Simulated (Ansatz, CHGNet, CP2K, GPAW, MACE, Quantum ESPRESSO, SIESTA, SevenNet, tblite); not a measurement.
**Other levels on Ge(100) slab, H on the bottom face, dimerised (80 atoms)**

The cell holds 80 atoms: 64 Ge and 16 H. Cell: a = 16.003 Å, b = 8.002 Å, c = 20.785 Å, α = 90.0°, β = 90.0°, γ = 90.0°. It derives from Ge (diamond-structure). Diamond-structure Ge (a = 5.658 Å), (100) slab of 8 atomic planes, 4 x 2 surface cells, H on the broken bonds of the bottom face, 10 Å of vacuum; top atoms paired into dimers, p(2x2) buckling; displaced by a Gaussian of 0.02 Å. Then every atom was moved at random, 0.05 Å r.m.s. a Cartesian component (hydrogen 0.6 of that). Regions: slab, 64 atoms (64 Ge); hydrogen, 16 atoms (16 H). Vacuum lies along c.

Geometry: as built.

The reference, a calculation:

| Property | Result |
| --- | --- |
| method | Kohn-Sham DFT, PBE, PAW, plane waves (Ansatz 0.2.0); cutoff 420 eV, Γ point, fermi-dirac smearing of 0.05 eV; PAW set soft_2 |
| r.m.s. force component | 0.7716 eV/Å |
| longest force | 3.375 eV/Å |
| SCF cycles | 11 |
| time | 26 s on 8 threads of Arm Neoverse V2, shared host |
| CPU time | 3.3 min |

Q: Estimate the differences from the reference, the CPU time and the memory of each run.
- CP2K PBE+D3, DZVP-MOLOPT-SR, 450/50 Ry, diagonalisation (CP2K 2026.2; 2 threads)
- SIESTA PBE, DZP, shift 0.01 Ry, mesh 300 Ry (SIESTA 5.4.2; 1 thread)
- MACE MP-0b2 small potential (MACE MP-0b2 small; 1 thread)
- CP2K PBE, DZVP-MOLOPT-SR, 450/50 Ry, diagonalisation (CP2K 2026.2; 2 threads)
- GPAW PBE, LCAO szp(dzp), h 0.2 Å (GPAW 26.7.0; 1 thread)
- CP2K PBE, TZVP-UZH, 450/50 Ry, diagonalisation (CP2K 2026.2; 4 MPI ranks)
- GPAW PBE, LCAO dzp, h 0.2 Å, other mixer settings (GPAW 26.7.0; 1 thread)
- CP2K PBE, TZV2P-MOLOPT (SR for Ge), 450/50 Ry, diagonalisation (CP2K 2026.2; 4 MPI ranks)
- SIESTA PBE, DZP, shift 0.01 Ry, mesh 200 Ry (SIESTA 5.4.2; 1 thread)
- QE PBE, sssp-1.3.0-efficiency, 45/360 Ry (Quantum ESPRESSO 7.5; 4 MPI ranks)

Differences are against the plane-wave reference, forces as r.m.s. over components; share is that over the reference's r.m.s. force, slope the least-squares factor from reference forces to these. Total energies of different programs have different zeros and aren't compared.

```csv
run,"Δ force, r.m.s. (meV/Å)",share (%),slope,cores,CPU time,memory (GiB)
reference,-,-,-,8,3.3 min,3.7
"CP2K PBE+D3, DZVP-MOLOPT-SR, 450/50 Ry, diagonalisation",55.8,7.23,0.983,2,5.3 min,4.3
"SIESTA PBE, DZP, shift 0.01 Ry, mesh 300 Ry",120,15.5,1.091,1,6.8 min,1.7
MACE MP-0b2 small potential,248,32.1,0.908,1,5.9 s,0.66
"CP2K PBE, DZVP-MOLOPT-SR, 450/50 Ry, diagonalisation",47.3,6.13,0.984,2,5.3 min,4.3
"GPAW PBE, LCAO szp(dzp), h 0.2 Å (coarse)",313,40.5,1.205,1,2.4 min,1.7
"CP2K PBE, TZVP-UZH, 450/50 Ry, diagonalisation",28.6,3.71,0.992,4,6.3 min,5.9
"GPAW PBE, LCAO dzp, h 0.2 Å, other mixer settings",134,17.3,1.083,1,4.1 min,1.6
"CP2K PBE, TZV2P-MOLOPT (SR for Ge), 450/50 Ry, diagonalisation",27.1,3.51,0.986,4,8 min,8.1
"SIESTA PBE, DZP, shift 0.01 Ry, mesh 200 Ry",119,15.4,1.091,1,3.7 min,1
"QE PBE, sssp-1.3.0-efficiency, 45/360 Ry",5.39,0.699,0.997,4,32 min,7.7
```

Rows marked coarse were listed beforehand as settings not expected to be converged; some can still land near the reference.

Times of the machine-learned potentials are mostly Python's start and the loading of weights.

CPU time is summed over cores on a shared host, where runs went side by side, so it is rough. Symmetry, cutoffs, thresholds, outputs and thread counts weren't matched or tuned between programs; memory under MPI is the largest rank's times the ranks.

PBE on plane waves or a grid with other potentials, cutoffs or grids, coarse settings apart, differs from the reference by 0.70 % (QE PBE, sssp-1.3.0-efficiency, 45/360 Ry) of the r.m.s. force; this holds the reference's own error, so differences of a few per cent don't tell which side is nearer the exact PBE result (QE's 45 Ry are 612 eV, against the reference's 420 eV). The PBE runs in local orbitals, coarse settings apart, differ by 3.5 % (CP2K PBE, TZV2P-MOLOPT (SR for Ge), 450/50 Ry, diagonalisation) to 17 % (GPAW PBE, LCAO dzp, h 0.2 Å, other mixer settings); basis, grid and potentials can all enter. Machine-learned potentials differ by 32 % (MACE MP-0b2 small potential); they were trained on other programs' data. Rows with another functional or a dispersion term differ by 7.2 % (CP2K PBE+D3, DZVP-MOLOPT-SR, 450/50 Ry, diagonalisation), which mixes the change of model with differences of basis and potentials. Machine-learned potentials mimic data converged in k, so the reference's own k-point error enters their differences. The runs have no spin polarisation, so any moments at edges, vacancies or dangling bonds can't form. The electronic-structure runs sample only Γ, in a cell whose shortest periodic width is 8 Å, which is coarse for a cell with partly filled levels.

[Logs are printed without paths, hosts, clocks, repeated set-up lines and the standing remarks that a program may print on its own settings, such as how far it seeks lower states.]

[Hosts, paths, dates, database ids (printed as entryN), source tags and the programs' standing remarks are cut or masked in the printed files.]
